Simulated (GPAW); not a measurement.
# Work function of 2H-NbTe2 monolayer at several levels, part 2 of 2

How far do functional and basis move the work function of 2H-NbTe2 monolayer?

GPAW 26.7.0; GPAW, PAW setups; layer in a repeated cell with vacuum, relaxation of atoms and in-plane cell (the session's first sound run).

So far, upper work function (eV): step 3 (the slab's potential, PBE, GPAW) 5.03; step 5 (LDA) 5.30; step 6 (revPBE) 4.92; step 7 (GPAW, PAW setups) 5.23; step 8 (RPBE) 4.92.

## 9. Real-space grid: mode = "fd"

A real-space grid is a second complete basis, so it checks the plane-wave result.

Contents of run.py:

```python
import json
import numpy as np
from ase import Atoms
from gpaw import GPAW

slab = Atoms(
    ['Te', 'Nb', 'Te'],
    positions=[
        [-0.00000, 2.12539, 7.00000],
        [-0.00000, -0.00000, 8.84159],
        [-0.00000, 2.12539, 10.68319]],
    cell=[[3.68128, 0.0, 0.0], [-1.84064, 3.18809, 0.0], [0.0, 0.0, 17.6832]],
    pbc=[True, True, False])

slab.calc = GPAW(mode='fd', h=0.18, xc='PBE', kpts={'size': (9, 9, 1), 'gamma': True},
                 occupations={'name': 'fermi-dirac', 'width': 0.05}, nbands='160%',
                 convergence={'density': 1e-05}, maxiter=200,
                 poissonsolver={'dipolelayer': 'xy'},
                 symmetry={'tolerance': 1e-3}, txt='slab.txt')
result = {}
energy = slab.get_potential_energy()
fermi = slab.calc.get_fermi_level()
v = slab.calc.get_electrostatic_potential().mean((0, 1)) - fermi
n = slab.calc.get_pseudo_density().mean((0, 1))
L = slab.cell[2, 2]
z = np.arange(len(v)) * L / len(v)
low, high = slab.positions[:, 2].min(), slab.positions[:, 2].max()
below, above = np.interp([low - 4.8, high + 4.8], z, v)
slopes = [np.interp(x, z, np.gradient(v, z)) for x in (low - 4.8, high + 4.8)]
eps = np.array([[slab.calc.get_eigenvalues(k, s) for k in range(len(slab.calc.get_ibz_k_points()))]
                for s in range(slab.calc.get_number_of_spins())]) - fermi
top, bottom = eps[eps < 0].max(), eps[eps > 0].min()
dipole = slab.get_dipole_moment()[2]
print(f'energy {energy:.4f} eV, Fermi level {fermi:.4f} eV, dipole {dipole:.5f} e A')
print(f'potential 4.8 A off the faces, from the Fermi level: lower {below:.4f} eV, upper {above:.4f} eV')
print(f'slope of the potential there: lower {slopes[0]:.5f}, upper {slopes[1]:.5f} eV/A')
print(f'nearest levels on the mesh: {top:.4f} and {bottom:.4f} eV')
print('magnetic moment', round(slab.get_magnetic_moment(), 3))
result.update(energy=energy, fermi=fermi, dipole=dipole, below=below, above=above, slopes=slopes, edges=[top, bottom],
              z=z.tolist(), v=v.tolist(), n=n.tolist(), positions=slab.positions.tolist(),
              forces=slab.get_forces(apply_constraint=False).tolist(), moments=slab.get_magnetic_moments().tolist())
json.dump(result, open('result.json', 'w'))
```

The run is started by

```bash
> OMP_NUM_THREADS=1 OPENBLAS_NUM_THREADS=1 python run.py
```

Elapsed: 43 s, on 1 thread of Intel Xeon Platinum 8488C (Sapphire Rapids), shared host; peak memory 0.34 GiB.

Numbers from this step:

| Property | Result |
| --- | --- |
| dipole along the normal | -1.65e-4 e·Å |
| levels nearest the Fermi level on the mesh | -0.02643, 0.03344 eV from the Fermi level |
| upper work function | 5.029 eV |
| lower work function | 5.026 eV |

Table of electrostatic potential energy of an electron (without an applied field's), less the Fermi level, planar mean by z:

| z (Å) | electrostatic potential energy of an electron (without an applied field's), less the Fermi level, planar mean (eV) |
| --- | --- |
| 0.0 | 5.03 |
| 0.5 | 5.03 |
| 1.0 | 5.03 |
| 1.5 | 5.03 |
| 2.0 | 5.03 |
| 2.5 | 5.03 |
| 3.0 | 5.03 |
| 3.5 | 5.02 |
| 4.0 | 5.01 |
| 4.5 | 4.97 |
| 5.0 | 4.80 |
| 5.5 | 4.12 |
| 6.0 | 1.40 |
| 6.5 | -7.71 |
| 7.0 | -18.4 |
| 7.5 | -8.76 |
| 8.0 | -3.71 |
| 8.5 | -11.5 |
| 9.0 | -14.8 |
| 9.5 | -5.35 |
| 10.0 | -5.27 |
| 10.5 | -16.5 |
| 11.0 | -12.9 |
| 11.5 | -0.871 |
| 12.0 | 3.51 |
| 12.5 | 4.66 |
| 13.0 | 4.94 |
| 13.5 | 5.01 |
| 14.0 | 5.02 |
| 14.5 | 5.03 |
| 15.0 | 5.03 |
| 15.5 | 5.03 |
| 16.0 | 5.03 |
| 16.5 | 5.03 |
| 17.0 | 5.03 |
| 17.5 | 5.03 |

The upper face's work function is 5.029 eV, against 5.026 eV in the first plane-wave PBE run at this geometry.

## 10. Atomic orbitals: mode = "lcao"

Atom-centred orbitals end a few angstrom from the surface, which tests how much the density's tail matters.

run.py: that of step 9 with these lines changed.

```diff
@@ -14,4 +14,4 @@
 
-slab.calc = GPAW(mode='fd', h=0.18, xc='PBE', kpts={'size': (9, 9, 1), 'gamma': True},
-                 occupations={'name': 'fermi-dirac', 'width': 0.05}, nbands='160%',
+slab.calc = GPAW(mode='lcao', basis='dzp', h=0.18, xc='PBE', kpts={'size': (9, 9, 1), 'gamma': True},
+                 occupations={'name': 'fermi-dirac', 'width': 0.05}, nbands='120%',
                  convergence={'density': 1e-05}, maxiter=200,
```

The job ended after 58 s (1 thread; peak memory 0.25 GiB).

Numbers from this step:

```yaml
levels_nearest_the_fermi_level_on_the_mesh: -0.02610, 0.03330 eV from the Fermi level
upper_work_function: 4.977 eV
lower_work_function: 4.975 eV
```

The upper face's work function is 4.977 eV, against 5.026 eV in the first plane-wave PBE run at this geometry.

## 11. The ladder

Times are for 1 thread of Intel Xeon Platinum 8488C (Sapphire Rapids), shared host. The series side by side:

| no. | run | upper work function (eV) | lower work function (eV) | time | memory (GiB) |
| --- | --- | --- | --- | --- | --- |
| 1 | pw | 5.026 | 5.023 | 14 s | 0.19 |
| 2 | vdW DF2 | 5.326 | 5.323 | 23 s | 0.33 |
| 3 | LDA | 5.301 | 5.298 | 13 s | 0.18 |
| 4 | revPBE | 4.924 | 4.921 | 14 s | 0.19 |
| 5 | optPBE vdW | 5.227 | 5.225 | 22 s | 0.33 |
| 6 | RPBE | 4.920 | 4.917 | 14 s | 0.19 |
| 7 | fd | 5.029 | 5.026 | 43 s | 0.34 |
| 8 | lcao | 4.977 | 4.975 | 58 s | 0.25 |

## 12. Side by side

Results and costs are gathered.

This step: comparison of work functions, dipole and cost (GPAW 26.7.0).

Ladder, by row:

| step | code | work function, upper (eV) | work function, lower (eV) | dipole (e Å) | wall time (s) | peak memory (GiB) | threads |
| --- | --- | --- | --- | --- | --- | --- | --- |
| pw | GPAW | 5.026 | 5.023 | -6.65e-4 | 14.09 | 0.19 | 1 |
| vdW-DF2 | GPAW | 5.326 | 5.323 | -6.63e-4 | 23.41 | 0.33 | 1 |
| LDA | GPAW | 5.301 | 5.298 | -6.74e-4 | 12.99 | 0.18 | 1 |
| revPBE | GPAW | 4.924 | 4.921 | -6.63e-4 | 14.03 | 0.19 | 1 |
| optPBE-vdW | GPAW | 5.227 | 5.225 | -6.63e-4 | 21.84 | 0.33 | 1 |
| RPBE | GPAW | 4.92 | 4.917 | -6.62e-4 | 14.34 | 0.19 | 1 |
| fd | GPAW | 5.029 | 5.026 | -1.65e-4 | 42.93 | 0.34 | 1 |
| lcao | GPAW | 4.977 | 4.975 | -1.65e-4 | 57.58 | 0.25 | 1 |

## 13. Outcome

```yaml
work_function_both_faces: 5.03 eV
dipole_along_the_normal: -6.6e-4 e Å, near the numerical noise
```

**Reading.** With plane waves and PBE the work function is 5.03 eV on the upper face and 5.02 eV on the lower. Over the sound runs of the table the upper face's work function spans 4.920 (RPBE) to 5.326 eV (vdW-DF2). The starting lattice was a guess from atomic radii; the relaxation moved it by -6 %. The small printed dipole stands for a step of 10 meV from the lower to the upper face, and the probes find 2.4 meV; values this small are near the numerical noise of both. The cell holds an odd number of electrons, so without spin polarisation it must come out metallic and without a moment, whatever its true state. The layer's cell and atoms come from the relaxation; spin-orbit coupling and temperature are left out.

[Logs are printed without paths, hosts, clocks, repeated set-up lines and the standing remarks that a program may print on its own settings, such as how far it seeks lower states.]

[Hosts, paths, dates, database ids (printed as entryN), source tags and the programs' standing remarks are cut or masked in the printed files.]
